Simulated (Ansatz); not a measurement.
Planning a run of Ansatz 0.2.0 on MoSSe/WS2 (van der Waals superlattice) (P3m1). The input:

The structure was built from a prototype and need not be the compound's stable phase.

```yaml
crystal:
  lattice:
    - [3.1465192881, 0.0, 0.0]
    - [-1.573259644, 2.724965637, 0.0]
    - [0.0, 0.0, 11.7951878716]
  atoms:
    - { symbol: Mo, position: [0.3333333333, 0.6666666667, 0.260223358] }
    - { symbol: S, position: [0.6666666667, 0.3333333333, 0.3902662223] }
    - { symbol: Se, position: [0.6666666667, 0.3333333333, 0.1150677766] }
    - { symbol: W, position: [0.0, 0.0, 0.7488498471] }
    - { symbol: S, position: [0.3333333333, 0.6666666667, 0.880967243] }
    - { symbol: S, position: [0.3333333333, 0.6666666667, 0.6165968216] }
kpoints:
  mp_grid: { grid: [9, 9, 2] }
hamiltonian:
  xc: pbesol
  pseudopotentials: { kind: paw, azcp: { folder: soft_1 }, xc_functional: pbe }
scf:
  occupations: { method: fixed }
gw:
  n_empty_bands: 106
  ecut_chi: 60
  qp_bands: [v2, c2]
  qp_kpoints: band_edges
  screening: { model: contour_deformation }
```

```sh
ansatz run input.yaml --threads 2 --pin off --max-ram 92160MiB --backend cuda --events-out ev --progress --plain --runs-dir out --devices 1 --max-vram 13GiB
```

Q: Estimate wall time and host memory on 1 × NVIDIA H100 80GB HBM3 (shared by 6 runs) with 2 threads of AMD EPYC 7R13 (Zen 3), shared host.

It took 31 s; on shared hardware allow 16 s to 62 s. Peak host memory was 1.3 GiB. The sizes that set the cost: 1971 plane waves a state, 24 irreducible k points, 137 bands summed, 93 plane waves in the screening and 10 SCF cycles.

The screening grows as filled bands × empty bands × pairs of k points, times the square of the screening basis for the matrix.

[Paths, hosts, dates, memory and timing lines, banners, echoed tables and standing remarks are left out of the program output.]

[Logs are printed without paths, hosts, clocks, repeated set-up lines and the standing remarks that a program may print on its own settings, such as how far it seeks lower states.]

[Runs of the session that timed out or met a known fault of the program may be left out.]

[Cells called generated may have been cut or substituted from an entry of the Crystallography Open Database or the Materials Project.]

[Hosts, paths, dates, database ids (printed as entryN), source tags and the programs' standing remarks are cut or masked in the printed files.]
